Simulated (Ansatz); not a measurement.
# What NaGeF3 (model cell, started as cubic perovskite with Ge in the octahedra) distorts into, part 3 of 3

Wanted: the energy along a soft mode of NaGeF3 (model cell, started as cubic perovskite with Ge in the octahedra) and the structure at the end.

Ansatz 0.2.0; DFT PBEsol, scalar-relativistic, plane waves, PAW; PAW set soft_1.

So far. Step 5 (Energy along the mode, all amplitudes (two of the runs …): The lowest of the steps tried is at 0.22 Å, 26.1 meV/atom below the parent; the bottom of the well need not coincide with a step. Step 7 (The new phase in its own primitive cell): The largest force component left is 0.32 meV/Å and the pressure is 0.001 GPa, within the tolerances set. The cell now holds 16.63 Å³/atom. The relaxed cell has a, b, c = 4.282, 8.001, 4.855 Å (conventional setting).

The structure was built from a prototype and need not be the compound's stable phase.

## Step 8: Modes of the new phase, k-mesh 6×6×6

A relaxed structure may still be a saddle point, so its zone-centre modes are computed. The response to a homogeneous field gives the Born charges and the dielectric tensor.

Contents of input.yaml:

```yaml
crystal:
  lattice:
    - [4.2816192622, 0.0, 0.0]
    - [0.0, 4.000406594, 2.4274421373]
    - [0.0, -4.000406594, 2.4274421373]
  atoms:
    - { symbol: Na, position: [0.0, 0.9760914116, 0.9760914116] }
    - { symbol: Ge, position: [0.5, 0.4775914716, 0.4775914716] }
    - { symbol: F, position: [0.5, 0.6069330352, 0.9170283268] }
    - { symbol: F, position: [0.5, 0.9170283268, 0.6069330352] }
    - { symbol: F, position: [0.0, 0.5056289561, 0.5056289561] }
kpoints:
  mp_grid: { grid: [6, 6, 6] }
hamiltonian:
  xc: pbesol
  pseudopotentials: { kind: paw, azcp: { folder: soft_1 }, xc_functional: pbe }
scf:
  occupations: { method: fixed }
output:
  eigenvalues: true
phonons:
  method: dfpt
  dielectric: true
  rigid_motions: translations
```

Command:

```sh
ansatz run input.yaml --threads 8 --pin off --max-ram 16384MiB --backend cpu --events-out ev --progress --plain --runs-dir out
```

Numbers of over 12 decimals in the logs are rounded to 6 here.

Output:

```text
[...]
Crystal: 5 atoms, lattice volume = 83.156 Å³
Basis set: ecut = 420 eV, 1631 PW (Γ), exchange–correlation on 60×64×64 points (8 copies of the dense FFT grid, shifted against one another)
Bands: 27, of which v1, the nominal top of the filled ones, is band 22 counted from 1 (21 counted from 0)
Symmetry: 4 space group operations
k-points: 112 of 216 (irreducible under 1 space group operation, time reversal used)
[...]
SCF iter   1: F=—  HF=-8139.265021 eV  |F-HF|=—  |Δ(HF+E_count)|=         —  Δρ=1.56e-1  dr2=1.65e1  ethr=3.10e-3  ⟨swp⟩=4.8  Hψ=10946  notcnv=0  defer=305
[...]
SCF iter  14: F=-8133.651441 eV  HF=-8133.651441 eV  |F-HF|=1.00e-11  |Δ(HF+E_count)|=  5.50e-10  Δρ=1.69e-7  dr2=1.99e-11  ethr=1.00e-12  ⟨swp⟩=13.5  Hψ=18510  notcnv=0
SCF 1 converged in 14 iterations: F = -8133.651441 eV  dr2 = 1.99e-11
[...]
NSCF: frozen V_eff on 2 k-points
DFPT response loops at Γ: preconditioner auto → none (the input reference at scf.mixing.eps_inf says where Resta's filter doesn't serve); β = 0.50; Broyden in place of MSR1
── the response to a field inside a basis, on 8×8×8 k-points: an SCF that follows is theirs, and a resumed run solves both again ──
Bands: 23, of which v1, the nominal top of the filled ones, is band 22 counted from 1 (21 counted from 0)
k-points: 80 of 512 (time reversal used)
[...]
Eigensolver: Dense (80 Hₖ)
SCF iter   1: F=—  HF=-8133.643274 eV  |F-HF|=—  |Δ(HF+E_count)|=         —  Δρ=3.38e-4  dr2=1.92e-5  ethr=1.00e-1
[...]
SCF iter   4: F=-8133.643276 eV  HF=-8133.643276 eV  |F-HF|=3.20e-9  |Δ(HF+E_count)|=   3.49e-7  Δρ=3.57e-6  dr2=7.89e-9  ethr=1.86e-9
SCF 1 converged in 4 iterations: F = -8133.643276 eV  dr2 = 7.89e-9
[...]
SCF converged after 14 iterations
Free energy (F): -8133.651441 eV
[...]
Internal energy: -8133.651441 eV  (E = F + TS)
E sigma→0 (E₀):  -8133.651441 eV
Fermi energy:    2.544432 eV
[...]
--- Band table (eV; the first three rows and the last of 112) ---
  k-point 0: bands = [... 18 lower, -0.8311, -0.6557, -0.2403, 0.4501, 7.7382, 8.7308, 9.7370, 10.0547, ... 1 higher]
  k-point 1: bands = [... 18 lower, -0.8343, -0.6778, -0.2784, 0.7677, 7.5281, 8.6951, 9.9862, 10.0115, ... 1 higher]
  k-point 2: bands = [... 18 lower, -0.8358, -0.7278, -0.2423, 1.2555, 7.1223, 8.8604, 9.9215, 10.0993, ... 1 higher]
  k-point 111: bands = [... 18 lower, -0.8292, -0.3622, -0.3595, 2.3414, 6.9296, 7.0622, 9.5790, 9.7984, ... 1 higher]
--- Phonons (Γ-DFPT): 12 representative perturbations + reference, on 112 of 216 k-points (Σ response iterations 42) ---
  k mesh reduced under 1 symmetry operation, with k and −k counted as one. Each operation leaves every solved perturbation unchanged. A smaller set is not considered because the run solves the response to a homogeneous field
  ASR residual: 2.562e-4 → 0.000e0 eV/Å²; symmetrization residual: 1.043e-5 eV/Å²
  ASR residual per site (eV/Å²): 2.56e-4 2.70e-5 1.16e-4 1.16e-4 6.77e-5
[...]
ε∞ (high-frequency dielectric tensor):
        2.911888     0.000000     0.000000
        0.000000     2.347697     0.000000
        0.000000     0.000000     2.365936
  softest optical mode at Γ: -142.73 cm⁻¹; the repairs (sum rule, projections) moved no ω² at Γ by more than (2.34 cm⁻¹)²
  Born effective charges Z* (e; rows j = field, columns β = displacement):
    site 0:
         1.23689    0.00000    0.00000
         0.00000    0.90175    0.00000
         0.00000    0.00000    1.26274
    site 1:
         3.49345    0.00000    0.00000
         0.00000    2.23170    0.00000
         0.00000    0.00000    2.17270
    site 2:
        -0.62479   -0.00000   -0.00000
        -0.00000   -1.35311    0.74570
        -0.00000    0.55000   -1.40321
    site 3:
        -0.62479   -0.00000   -0.00000
        -0.00000   -1.35311   -0.74570
        -0.00000   -0.55000   -1.40321
    site 4:
        -3.48076   -0.00000    0.00000
         0.00000   -0.42723   -0.00000
         0.00000   -0.00000   -0.62903
  Z* charge neutrality: 5.493e-4 e pre-enforcement
  solved inside a basis spanned on kpoints, on 8×8×8 k-points, its susceptibility summed on 10×10×10: ε∞ is read to err by 6.3e-3, Z* by 1.5e-2 e (field_mesh: kpoints solves on kpoints); Z* is corrected for what the basis lacks
  optical modes at Γ without the LO–TO term, one row a degenerate level:
      ω (cm⁻¹)  modes    IR ((D/Å)²/amu)
       -142.73      1            21.0377
        -57.06      1             0.8388
         61.84      1             0.0217
        100.88      1             0.0000
        114.86      1             0.0026
        148.43      1             0.7343
        153.87      1             1.2262
        206.34      1             0.0133
        215.92      1             1.3605
        296.46      1             1.0231
        428.21      1             6.8412
        495.24      1             5.4871
  optical modes at Γ + LO–TO along q̂ = [1.0000, 0.0000, 0.0000]:
      ω (cm⁻¹)  modes    IR ((D/Å)²/amu)
        -57.06      1             0.8388
         61.61      1             0.0005
        100.88      1             0.0000
        114.86      1             0.0026
        148.43      1             0.7343
        153.87      1             1.2262
        206.19      1             0.0035
        215.92      1             1.3605
        296.46      1             1.0231
        406.61      1            21.0688
[...]
optical modes at Γ + LO–TO along q̂ = [0.0000, 1.0000, 0.0000]:
      ω (cm⁻¹)  modes    IR ((D/Å)²/amu)
[...]
optical modes at Γ + LO–TO along q̂ = [0.0000, 0.0000, 1.0000]:
      ω (cm⁻¹)  modes    IR ((D/Å)²/amu)
       -142.73      1            21.0377
        -57.06      1             0.8388
         61.84      1             0.0217
        100.88      1             0.0000
        114.86      1             0.0026
        148.43      1             0.7343
        171.47      1             0.2006
        206.34      1             0.0133
        240.75      1             0.6586
        315.46      1             0.9979
        428.21      1             6.8412
        561.41      1             7.2398
```

The job ended after 78 s (8 threads of Arm Neoverse V1, shared host; peak memory 1.4 GiB).

Numbers from this step:

```yaml
sum_rule_residual_before_enforcement: 2.56e-4 eV/Å²
miss_of_the_charge_sum_rule: 5.49e-4 e
estimated_error_of_the_dielectric_tensor: 0.006273
estimated_error_of_the_born_charges: 0.01467 e
point_group: mm2
highest_optical_mode_at_the_zone_centre_no_lo_to_term: 495.2 cm⁻¹
lowest_optical_zone_centre_mode: -142.7 cm⁻¹
mean_high_frequency_dielectric_constant: 2.542
largest_born_charge_third_of_the_trace: 2.633 e
top_of_the_zone_centre_spectrum_with_the_field: 561.4 cm⁻¹
```

Without the LO-TO term. Patterns of degenerate modes are one choice out of their space. The modes at Γ (shares of kinetic energy by element, %) (negative means imaginary):

| mode | frequency (cm⁻¹) | symmetry | Na % | Ge % | F % |
| --- | --- | --- | --- | --- | --- |
| 1 | -142.7 | B1 | 9 | 16 | 74 |
| 2 | -57.1 | B2 | 81 | 8 | 11 |
| 3 | 0.0 | acoustic | 15 | 48 | 37 |
| 4 | 0.0 | acoustic | 15 | 48 | 37 |
| 5 | 0.0 | acoustic | 15 | 48 | 37 |
| 6 | 61.8 | B1 | 72 | 12 | 17 |
| 7 | 100.9 | A2 | 0 | 0 | 100 |
| 8 | 114.9 | B2 | 3 | 0 | 97 |
| 9 | 148.4 | B2 | 0 | 28 | 72 |
| 10 | 153.9 | A1 | 43 | 7 | 50 |
| 11 | 206.3 | B1 | 4 | 24 | 72 |
| 12 | 215.9 | A1 | 41 | 0 | 59 |
| 13 | 296.5 | A1 | 1 | 25 | 74 |
| 14 | 428.2 | B2 | 0 | 17 | 83 |
| 15 | 495.2 | A1 | 0 | 20 | 79 |

Displacements in mode 1 (-142.7 cm⁻¹), the largest set to 1:
```
Na1 -0.33  0.00  0.00
Ge2 -0.25  0.00  0.00
F3   0.17  0.00  0.00
F4   0.17  0.00  0.00
F5   1.00  0.00  0.00
```

Displacements in mode 10 (153.9 cm⁻¹), the largest set to 1:
```
Na1  0.00  0.00  1.00
Ge2  0.00  0.00 -0.23
F3   0.00 -0.18 -0.58
F4   0.00  0.18 -0.58
F5   0.00  0.00  0.82
```

Optical modes at the zone centre, without and with the macroscopic field of the longitudinal modes; each column is sorted by frequency, so a row need not hold one and the same mode. Modes with and without the field, by row:

| rank among optical modes | no field (cm⁻¹) | q along (1, 0, 0) (cm⁻¹) | q along (0, 1, 0) (cm⁻¹) | q along (0, 0, 1) (cm⁻¹) |
| --- | --- | --- | --- | --- |
| 1 | -142.7 | -57.1 | -142.7 | -142.7 |
| 2 | -57.1 | 61.6 | 42.5 | -57.1 |
| 3 | 61.8 | 100.9 | 61.8 | 61.8 |
| 4 | 100.9 | 114.9 | 100.9 | 100.9 |
| 5 | 114.9 | 148.4 | 114.9 | 114.9 |
| 6 | 148.4 | 153.9 | 153.9 | 148.4 |
| 7 | 153.9 | 206.2 | 169.5 | 171.5 |
| 8 | 206.3 | 215.9 | 206.3 | 206.3 |
| 9 | 215.9 | 296.5 | 215.9 | 240.8 |
| 10 | 296.5 | 406.6 | 296.5 | 315.5 |
| 11 | 428.2 | 428.2 | 495.2 | 428.2 |
| 12 | 495.2 | 495.2 | 513.4 | 561.4 |

Born charge (rows field, columns displacement) (e), principal values of the symmetric part by kind of site:

| atom | atoms with these values | low | middle | high | mean |
| --- | --- | --- | --- | --- | --- |
| Na1 | 1 | 0.90 | 1.24 | 1.26 | 1.13 |
| Ge2 | 1 | 2.17 | 2.23 | 3.49 | 2.63 |
| F3 | 2 | -2.03 | -0.73 | -0.62 | -1.13 |
| F5 | 1 | -3.48 | -0.63 | -0.43 | -1.51 |

In full for Ge2:

```
3.49 0.00 0.00
0.00 2.23 0.00
0.00 0.00 2.17
```

High-frequency dielectric tensor:

```
2.91 0.00 0.00
0.00 2.35 0.00
0.00 0.00 2.37
```

Transverse modes; imaginary modes are left out. Infrared lines, with heights relative to the strongest:

| position (cm⁻¹) | label | relative intensity |
| --- | --- | --- |
| 62 | B1 | 0.3 |
| 101 | A2 | 0.0 |
| 115 | B2 | 0.0 |
| 148 | B2 | 11 |
| 154 | A1 | 18 |
| 206 | B1 | 0.2 |
| 216 | A1 | 20 |
| 296 | A1 | 15 |
| 428 | B2 | 100 |
| 495 | A1 | 80 |

Before it was imposed, the acoustic sum rule was missed by 2.6e-4 eV/Å² and the charge sum rule by 5.5e-4 e. Small misses are needed for a sound result but don't prove that mesh and cutoff are converged. The lowest optical mode is imaginary, 142.7i cm⁻¹, so the energy falls along it.

## Step 9: Outcome

| Quantity | Value |
| --- | --- |
| unstable mode of the parent | q = (0, 0, 0), 238i cm⁻¹ |
| depth at the lowest point sampled | 26.1 meV/atom |
| largest atomic shift at that point | 0.22 Å |
| space group reached (within 0.01 Å) | Amm2 |
| energy gained over the parent (first relaxation, on the mesh of the frozen mode) | 130 meV/atom |
| volume per atom, phase reached | 16.6 Å³ |
| gap on the k-mesh, phase reached | 4.13 eV |
| lowest optical zone-centre mode, phase reached | -143 cm⁻¹ |
| highest optical mode at the zone centre (no LO-TO term), phase reached | 495 cm⁻¹ |

In words: Along this mode the structure falls into Amm2, 130 meV/atom below the parent. At the parent's cell the well is 26.11 meV/atom deep on the steps tried, with its lowest point at a shift of 0.22 Å. Relaxing atoms and cell changes the gain by +104.16 meV/atom against the lowest step (energies at zero smearing). Most of the total comes from this relaxation. The new phase still has an imaginary mode at the zone centre of its cell, so it is a saddle point on the way to a lower structure. Of the 6 patterns followed to their end from this parent, this one ends 7.60 meV/atom above the lowest, R3m. Each path keeps the symmetry of its pattern, so a lower phase may lie along a pattern not tried. The q mesh stands for a supercell only 8.7 Å across, so branches between the solved wavevectors are rough. The PAW files were made for PBE and serve the other functionals too. The starting cell was built on a prototype and not taken from a measurement, so the phase need not exist.

[Logs are printed without paths, hosts, clocks, repeated set-up lines and the standing remarks that a program may print on its own settings, such as how far it seeks lower states.]

[Hosts, paths, dates, database ids (printed as entryN), source tags and the programs' standing remarks are cut or masked in the printed files.]
